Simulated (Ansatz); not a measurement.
## (PbS)1(AgBr)3 [001] superlattice, started as rocksalt type: the cell at rest

Aim: bring (PbS)1(AgBr)3 [001] superlattice, started as rocksalt type to small forces and stress, as phonons need.

Method: DFT LDA, scalar-relativistic, plane waves, PAW, in Ansatz 0.2.0.

The structure was built from a prototype and need not be the compound's stable phase.

## Step 1: The structure

The structure is tetragonal, space group P4/mmm (No. 123). The conventional cell has a = 4.110 Å, b = 4.110 Å, c = 11.625 Å, α = 90.00°, β = 90.00°, γ = 90.00°. Nearest to Ag lie 1 S at 2.91 Å and 5 Br at 2.91 Å. Ag has 6 Br at 2.91 Å nearest. Nearest to Br lie 5 Ag at 2.91 Å and 1 Pb at 2.91 Å. Nearest to Br lie 6 Ag at 2.91 Å. Nearest to Pb lie 4 S at 2.91 Å and 2 Br at 2.91 Å. Nearest to S lie 2 Ag at 2.91 Å and 4 Pb at 2.91 Å. Farther neighbours and most contacts between anions are not listed.

## Step 2: A coarse first look

First a cheap look: the gap decides the mesh and the occupations, the pressure tells how far the cell has to move.

Input file input.yaml:

```yaml
crystal:
  lattice:
    - [2.90625, 2.90625, 0.0]
    - [-2.90625, 2.90625, 0.0]
    - [0.0, 0.0, 11.625]
  atoms:
    - { symbol: Ag, position: [0.5, 0.5, 0.25] }
    - { symbol: Ag, position: [0.0, 0.0, 0.5] }
    - { symbol: Ag, position: [0.5, 0.5, 0.75] }
    - { symbol: Br, position: [1.0, 0.0, 0.25] }
    - { symbol: Br, position: [0.5, 0.5, 0.5] }
    - { symbol: Br, position: [1.0, 0.0, 0.75] }
    - { symbol: Pb, position: [0.0, 0.0, 0.0] }
    - { symbol: S, position: [0.5, 0.5, 0.0] }
kpoints:
  mp_grid: { grid: [4, 4, 2] }
hamiltonian:
  xc: lda
scf:
  occupations: { method: gaussian, width: 0.1 }
output:
  forces: true
  stress: true
  eigenvalues: true
```

Started as:

```sh
$ ansatz run input.yaml --threads 8 --pin off --max-ram 14336MiB --backend cpu --events-out ev --progress --plain --runs-dir out
```

Numbers of over 12 decimals in the logs are rounded to 6 here.

The program printed:

```text
Engine: ansatz 0.2.0, x86_64-unknown-linux-gnu
Pseudopotentials: kind: paw
Pseudopotential: Ag, paw, valence charge 19, recommended cutoff 420 eV (normal), Ag.paw.azcp
Pseudopotential: Br, paw, valence charge 7, recommended cutoff 420 eV (normal), Br.paw.azcp
Pseudopotential: Pb, paw, valence charge 14, recommended cutoff 420 eV (normal), Pb.paw.azcp
[...]
k-point 0: bands = [... 45 lower, 5.7694, 6.1008, 6.1008, 6.2075, 8.2309, 9.5107, 10.5720, 11.7300, ... 4 higher]
  k-point 1: bands = [... 45 lower, 5.9595, 6.0872, 6.1127, 6.1127, 8.8346, 9.2483, 9.4608, 12.7376, ... 4 higher]
  k-point 2: bands = [... 45 lower, 6.5105, 6.6926, 7.1780, 7.2266, 9.8135, 10.4761, 10.9368, 11.4601, ... 4 higher]
  k-point 11: bands = [... 45 lower, 5.4072, 5.4700, 5.7291, 6.3391, 9.1326, 9.7939, 9.8834, 12.8653, ... 4 higher]
[key lines of the parts left out:]
SCF converged after 8 iterations
Free energy (F): -42929.797400 eV
Fermi energy:    8.582156 eV
P = ⅓ Tr σ = -3.6273 GPa (-36.273 kbar)
```

Run time: 1.7 s. Hardware: 8 threads of Intel Xeon 6975P-C (Granite Rapids), shared host; peak memory 0.85 GiB.

This step gave:

```
pressure          : -3.627 GPa
volume per atom   : 24.55 Å³
gap on the k-mesh : 0 eV
```

The coarse mesh shows no gap and a pressure of -3.6 GPa.

## Step 3: Coarse relaxation

A rough relaxation comes first, because large forces or stress need no tight tolerances yet.

input.yaml: that of step 2 with these lines changed.

```diff
@@ -15,3 +15,3 @@
 kpoints:
-  mp_grid: { grid: [4, 4, 2] }
+  mp_grid: { grid: [6, 6, 2] }
 hamiltonian:
@@ -24 +24,6 @@
   eigenvalues: true
+relax:
+  adjacent_minimum: "off"
+  f_tol: 0.05
+  max_steps: 80
+  cell: { stress_tol: 0.5 }
```

The program printed:

```text
[...]
Crystal: 8 atoms, lattice volume = 196.376 Å³
Basis set: ecut = 420 eV, 3887 PW (Γ)
Bands: 59, of which v1, the nominal top of the filled ones, is band 49 counted from 1 (48 counted from 0)
Symmetry: 16 space group operations
[...]
k-points: 20 of 72
[...]
- [-2.846917, 2.846917, 0.0]
    - [0.0, 0.0, 11.222673]
  atoms:
    - { symbol: Ag, position: [0.5, 0.5, 0.231462] }
    - { symbol: Ag, position: [0, 0, 0.5] }
    - { symbol: Ag, position: [0.5, 0.5, 0.768538] }
    - { symbol: Br, position: [1.0, 0.0, 0.264871] }
    - { symbol: Br, position: [0.5, 0.5, 0.5] }
    - { symbol: Br, position: [1.0, 0.0, 0.735129] }
    - { symbol: Pb, position: [0, 0, -3.7305881203802304e-19] }
    - { symbol: S, position: [0.5, 0.5, -3.7305881203802304e-19] }
[key lines of the parts left out:]
SCF converged after 5 iterations
Free energy (F): -42930.285969 eV
Fermi energy:    9.558724 eV
P = ⅓ Tr σ = -0.2518 GPa (-2.518 kbar)
```

Elapsed: 5.6 s, on 8 threads; peak memory 0.93 GiB.

Relaxation path:

```csv
step,energy less that of the first step (eV),largest force component (eV/Å),pressure (GPa),volume (Å³)
1,0.0000,0.8524,-3.68,196.38
2,-0.3850,0.3041,0.50,179.82
3,-0.4331,0.2756,1.43,177.58
4,-0.4579,0.0416,-0.25,181.92
5*,-0.4554,0.0417,-0.25,181.92
```

Relaxation steps marked * repeat the geometry before them on a plane-wave basis chosen anew for their cell, so energy and pressure can jump there.

Forces are held to the 16 operations that the run works with; a distortion that breaks them can't arise in this run.

```csv
"conventional cell, symmetrised",before,after,change
a (Å),4.110,4.026,-2.0 %
b (Å),4.110,4.026,-2.0 %
c (Å),11.625,11.223,-3.5 %
volume (Å³/atom),24.55,22.74,-7.4 %
```

The atoms that moved most (Å, as changes of fractional coordinates times the final cell):

```
atom     dx     dy      dz  length
 Ag1  0.000  0.000  -0.208   0.208
 Ag3  0.000  0.000   0.208   0.208
 Br4  0.000  0.000   0.167   0.167
 Br6  0.000  0.000  -0.167   0.167
```

This step gave:

* pressure: -0.2518 GPa
* volume per atom: 22.74 Å³

In this step the volume went from 24.55 to 22.74 Å³/atom.

## Step 4: Bringing the structure to rest

The cell and atoms are relaxed, since residual forces and stress would shift the frequencies.

Input file input.yaml:

```yaml
crystal:
  lattice:
    - [2.8469166039, 2.8469166039, 0.0]
    - [-2.8469166039, 2.8469166039, 0.0]
    - [0.0, 0.0, 11.2226725221]
  atoms:
    - { symbol: Ag, position: [0.5, 0.5, 0.2314620375] }
    - { symbol: Ag, position: [0.0, 0.0, 0.5] }
    - { symbol: Ag, position: [0.5, 0.5, 0.7685379625] }
    - { symbol: Br, position: [1.0, 0.0, 0.2648708901] }
    - { symbol: Br, position: [0.5, 0.5, 0.5] }
    - { symbol: Br, position: [1.0, 0.0, 0.7351291099] }
    - { symbol: Pb, position: [0.0, 0.0, 0.0] }
    - { symbol: S, position: [0.5, 0.5, 0.0] }
kpoints:
  mp_grid: { grid: [8, 8, 4] }
hamiltonian:
  xc: lda
scf:
  occupations: { method: gaussian, width: 0.1 }
output:
  forces: true
  stress: true
  eigenvalues: true
relax:
  adjacent_minimum: "off"
  f_tol: 0.005
  max_steps: 80
  cell: { stress_tol: 0.05 }
```

The program printed:

```text
[...]
Crystal: 8 atoms, lattice volume = 181.918 Å³
Basis set: ecut = 420 eV, 3581 PW (Γ)
Bands: 59, of which v1, the nominal top of the filled ones, is band 49 counted from 1 (48 counted from 0)
[... 1 set-up line as in the run before ...]
[...]
k-points: 45 of 256
[...]
SCF iter   1: F=—  HF=-42930.324410 eV  |F-HF|=—  |Δ(HF+E_count)|=         —  Δρ=8.69e-3  dr2=1.27e-1  ethr=1.77e-3  ⟨swp⟩=7.6  Hψ=11154  notcnv=0  defer=18
[...]
SCF iter   8: F=-42930.289779 eV  HF=-42930.289779 eV  |F-HF|=6.16e-9  |Δ(HF+E_count)|=   4.85e-8  Δρ=2.60e-6  dr2=1.46e-8  ethr=1.02e-10  ⟨swp⟩=11.1  Hψ=11974  notcnv=0
SCF 1 converged in 8 iterations: F = -42930.289779 eV  dr2 = 1.46e-8
[...]
relax step   1: F+E_penalty+E_count = -42930.28977922 eV  Δ(F+E_penalty+E_count) = +0.000e0 eV  max|allowed force component| = 5.328e-2 eV/Å  Δτ_max = 0.0000 Å  P = -0.237 GPa  Ω = 181.918 Å³  (8 SCF iters, dr2 threshold 1.00e-7 eV, accepted)
Crystal: 8 atoms, lattice volume = 180.870 Å³
Basis set: ecut = 420 eV, 3525 PW (Γ)
[...]
SCF iter   5: F=-42930.290959 eV  HF=-42930.290959 eV  |F-HF|=3.18e-8  |Δ(HF+E_count)|=   3.63e-7  Δρ=5.84e-6  dr2=8.39e-8  ethr=3.76e-10  ⟨swp⟩=7.2  Hψ=11805  notcnv=0
SCF 2 converged in 5 iterations: F = -42930.290959 eV  dr2 = 8.39e-8
relax step   2: F+E_penalty+E_count = -42930.29095918 eV  Δ(F+E_penalty+E_count) = -1.180e-3 eV  max|allowed force component| = 2.944e-2 eV/Å  Δτ_max = 0.0081 Å  P = +0.136 GPa  Ω = 180.870 Å³  energy of the carried Pulay correction = +1.766e-4 eV  (5 SCF iters, dr2 threshold 3.68e-7 eV, accepted)
Crystal: 8 atoms, lattice volume = 181.161 Å³
Basis set: ecut = 420 eV, 3541 PW (Γ)
[...]
SCF iter   5: F=-42930.291388 eV  HF=-42930.291388 eV  |F-HF|=2.95e-9  |Δ(HF+E_count)|=   7.33e-8  Δρ=2.81e-6  dr2=1.74e-8  ethr=6.46e-11  ⟨swp⟩=3.9  Hψ=11936  notcnv=0
SCF 3 converged in 5 iterations: F = -42930.291388 eV  dr2 = 1.74e-8
relax step   3: F+E_penalty+E_count = -42930.29138803 eV  Δ(F+E_penalty+E_count) = -4.288e-4 eV  max|allowed force component| = 1.758e-2 eV/Å  Δτ_max = 0.0054 Å  P = +0.042 GPa  Ω = 181.161 Å³  energy of the carried Pulay correction = +1.273e-4 eV  (5 SCF iters, dr2 threshold 6.33e-8 eV, accepted)
[...]
relax step   4: F+E_penalty+E_count = -42930.29152108 eV  Δ(F+E_penalty+E_count) = -1.331e-4 eV  max|allowed force component| = 1.307e-3 eV/Å  Δτ_max = 0.0073 Å  P = -0.002 GPa  Ω = 181.323 Å³  energy of the carried Pulay correction = +1.000e-4 eV  (6 SCF iters, dr2 threshold 1.93e-8 eV, accepted)
[...]
SCF iter   1: F=—  HF=-42930.291405 eV  |F-HF|=—  |Δ(HF+E_count)|=         —  Δρ=4.89e-6  dr2=9.27e-9  ethr=1.54e-7  ⟨swp⟩=4.8  Hψ=19361  notcnv=0
eigensolver tolerance schedule: the retry pair's looser diagonalisation over-reported the residual by 16278.87 of it (diagonalisation noise at 4.22 of the residual, at the tolerance the schedule requests for it); recorded, not acted on — ethr = c·dr2/N_el stays at c = 1.0e-1
[...]
SCF iter   2: F=—  HF=-42930.291424 eV  |F-HF|=—  |Δ(HF+E_count)|=   1.86e-5  Δρ=2.25e-6  dr2=2.26e-9  ethr=9.45e-12  ⟨swp⟩=4.3  Hψ=8118  notcnv=0
[...]
SCF iter   4: F=-42930.291424 eV  HF=-42930.291424 eV  |F-HF|=0.00e0  |Δ(HF+E_count)|=  3.64e-11  Δρ=1.11e-7  dr2=3.44e-11  ethr=1.00e-12  ⟨swp⟩=6.3  Hψ=11811  notcnv=0
SCF 5 converged in 4 iterations: F = -42930.291424 eV  dr2 = 3.44e-11
relax step   5: F+E_penalty+E_count = -42930.29142403 eV  Δ(F+E_penalty+E_count) = +9.705e-5 eV  max|allowed force component| = 1.302e-3 eV/Å  Δτ_max = 0.0000 Å  P = -0.002 GPa  Ω = 181.323 Å³  stress off target by 3.16e-3 GPa  SCF on the basis re-selected at this cell (its energy is not comparable with the rows above)  (4 SCF iters)
[...]
SCF converged after 4 iterations
Free energy (F): -42930.291424 eV
[...]
Internal energy: -42930.290766 eV  (E = F + TS)
E sigma→0 (E₀):  -42930.291095 eV
Entropy (-TS):   -0.000658 eV (-0.082 meV/atom)
Fermi energy:    9.630232 eV
[...]
--- Forces (eV/Å), atoms counted from 1 ---
  atom   1  Ag     0.00000000    -0.00000000    -0.00130231
  atom   2  Ag     0.00000000     0.00000000     0.00000000
  atom   3  Ag    -0.00000000     0.00000000     0.00130231
  atom   4  Br    -0.00000000    -0.00000000     0.00079533
  atom   5  Br    -0.00000000    -0.00000000     0.00000000
  atom   6  Br     0.00000000     0.00000000    -0.00079533
  atom   7  Pb     0.00000000     0.00000000     0.00000000
  atom   8  S      0.00000000     0.00000000     0.00000000
  max |Σ_I F_I| component: 1.08e-19 eV/Å
--- Stress (GPa, compression-positive) ---
       -0.003163      -0.000000      -0.000000
       -0.000000      -0.003163      -0.000000
       -0.000000      -0.000000       0.000972
  P = ⅓ Tr σ = -0.0018 GPa (-0.018 kbar)
--- Band table (eV; the first three rows and the last of 45) ---
  k-point 0: bands = [... 45 lower, 7.1727, 7.1727, 7.1824, 7.4880, 9.5280, 11.6446, 11.8878, 12.7697, ... 6 higher]
  k-point 1: bands = [... 45 lower, 7.0011, 7.2152, 7.2152, 7.4599, 9.8806, 10.9304, 11.7401, 13.3272, ... 6 higher]
  k-point 2: bands = [... 45 lower, 6.8833, 7.2493, 7.2493, 7.4425, 10.5949, 10.6372, 10.8714, 13.9686, ... 6 higher]
  k-point 44: bands = [... 45 lower, 6.6719, 6.7858, 6.8900, 7.2721, 10.7344, 11.0970, 11.2356, 14.2234, ... 6 higher]
--- Relaxed structure (4 steps of the walk, 4 accepted, 1 SCFs on fresh bases) ---
[...]
cell:  # Å, volume = 181.3234 Å³
    - [2.844182, 2.844182, 0]
    - [-2.844182, 2.844182, 0]
    - [0, 0, 11.207508]
  atoms:
    - { symbol: Ag, position: [0.500000, 0.500000, 0.229601] }
    - { symbol: Ag, position: [0, 0, 0.500000] }
    - { symbol: Ag, position: [0.500000, 0.500000, 0.770399] }
    - { symbol: Br, position: [1.000000, 0, 0.264899] }
    - { symbol: Br, position: [0.500000, 0.500000, 0.500000] }
    - { symbol: Br, position: [1.000000, 0, 0.735101] }
    - { symbol: Pb, position: [0, 0, 0] }
    - { symbol: S, position: [0.500000, 0.500000, 0] }
```

It took 12 s on 8 threads; peak memory 1 GiB.

The steps of the relaxation:

```csv
step,energy less that of the first step (eV),largest force component (eV/Å),pressure (GPa),volume (Å³)
1,0.0000,0.0533,-0.24,181.92
2,-0.0012,0.0294,0.14,180.87
3,-0.0016,0.0176,0.04,181.16
4,-0.0017,0.0013,0.00,181.32
5*,-0.0016,0.0013,0.00,181.32
```

Relaxation steps marked * repeat the geometry before them on a plane-wave basis chosen anew for their cell, so energy and pressure can jump there.

Forces are held to the 16 operations that the run works with; a distortion that breaks them can't arise in this run.

```csv
"conventional cell, symmetrised",before,after,change
a (Å),4.026,4.022,-0.1 %
b (Å),4.026,4.022,-0.1 %
c (Å),11.223,11.208,-0.1 %
volume (Å³/atom),22.74,22.67,-0.3 %
```

The atoms that moved most (Å, as changes of fractional coordinates times the final cell):

| atom | dx | dy | dz | length |
| --- | --- | --- | --- | --- |
| Ag3 | 0.000 | 0.000 | 0.021 | 0.021 |
| Ag1 | 0.000 | 0.000 | -0.021 | 0.021 |

This step gave:

```
pressure        : -0.001785 GPa
volume per atom : 22.67 Å³
```

In this step the volume went from 22.74 to 22.67 Å³/atom.

## Step 5: Relaxing to small forces for the phonons

Phonons need a cell at rest on their own settings, so the relaxation is repeated with tight tolerances on forces and stress, using the mesh and the filling of the phonon run that follows.

Input file input.yaml:

```yaml
crystal:
  lattice:
    - [2.8441817403, 2.8441817403, 0.0]
    - [-2.8441817403, 2.8441817403, 0.0]
    - [0.0, 0.0, 11.2075082376]
  atoms:
    - { symbol: Ag, position: [0.5, 0.5, 0.2296009426] }
    - { symbol: Ag, position: [0.0, 0.0, 0.5] }
    - { symbol: Ag, position: [0.5, 0.5, 0.7703990574] }
    - { symbol: Br, position: [1.0, 0.0, 0.264898919] }
    - { symbol: Br, position: [0.5, 0.5, 0.5] }
    - { symbol: Br, position: [1.0, 0.0, 0.735101081] }
    - { symbol: Pb, position: [0.0, 0.0, 0.0] }
    - { symbol: S, position: [0.5, 0.5, 0.0] }
kpoints:
  mp_grid: { grid: [8, 8, 4] }
hamiltonian:
  xc: lda
scf:
  occupations: { method: methfessel_paxton, width: 0.15 }
output:
  forces: true
  stress: true
  eigenvalues: true
relax:
  adjacent_minimum: "off"
  f_tol: 0.001
  max_steps: 60
  cell: { stress_tol: 0.01 }
```

The program printed:

```text
[...]
Crystal: 8 atoms, lattice volume = 181.323 Å³
Basis set: ecut = 420 eV, 3541 PW (Γ)
Bands: 59, of which v1, the nominal top of the filled ones, is band 49 counted from 1 (48 counted from 0)
[... 1 set-up line as in the run before ...]
[...]
k-points: 45 of 256
[...]
- [2.844223, 2.844223, 0.0]
    - [-2.844223, 2.844223, 0.0]
    - [0.0, 0.0, 11.208214]
  atoms:
    - { symbol: Ag, position: [0.5, 0.5, 0.229537] }
    - { symbol: Ag, position: [0, 0, 0.5] }
    - { symbol: Ag, position: [0.5, 0.5, 0.770463] }
    - { symbol: Br, position: [1.0, 0.0, 0.264915] }
    - { symbol: Br, position: [0.5, 0.5, 0.5] }
    - { symbol: Br, position: [1.0, 0.0, 0.735085] }
    - { symbol: Pb, position: [0, 0, 0.0] }
    - { symbol: S, position: [0.5, 0.5, 0.0] }
[key lines of the parts left out:]
SCF converged after 6 iterations
Free energy (F): -42930.291046 eV
Fermi energy:    9.616712 eV
P = ⅓ Tr σ = -0.0063 GPa (-0.063 kbar)
```

Elapsed: 10 s, on 8 threads; peak memory 1 GiB; 72 s of CPU time.

Little changed from the start: no atom moved by 0.005 Å and no cell edge by 0.1 %.

This step gave:

* pressure: -0.006314 GPa

The largest force component left is 0.26 meV/Å and the pressure is -0.006 GPa, within the tolerances set. The cell now holds 22.67 Å³/atom.

## Step 6: Results

```yaml
space_group_after_relaxation_within_0p01_a: P4/mmm
lattice_constant_a: 4.022 Å
lattice_constant_b: 4.022 Å
lattice_constant_c: 11.208 Å
volume_per_atom: 22.7 Å³
```

What this shows: The largest force component left is 0.26 meV/Å and the pressure is -0.006 GPa, within the tolerances set. The cell now holds 22.67 Å³/atom. The relaxation keeps the symmetry of its start, so it says nothing on stability against lower symmetry. Spin-orbit coupling is left out, which can matter for the heavy elements here. The starting cell was built on a prototype and not taken from a measurement, so the phase need not exist.

[Logs are printed without paths, hosts, clocks, repeated set-up lines and the standing remarks that a program may print on its own settings, such as how far it seeks lower states.]

[Hosts, paths, dates, database ids (printed as entryN), source tags and the programs' standing remarks are cut or masked in the printed files.]
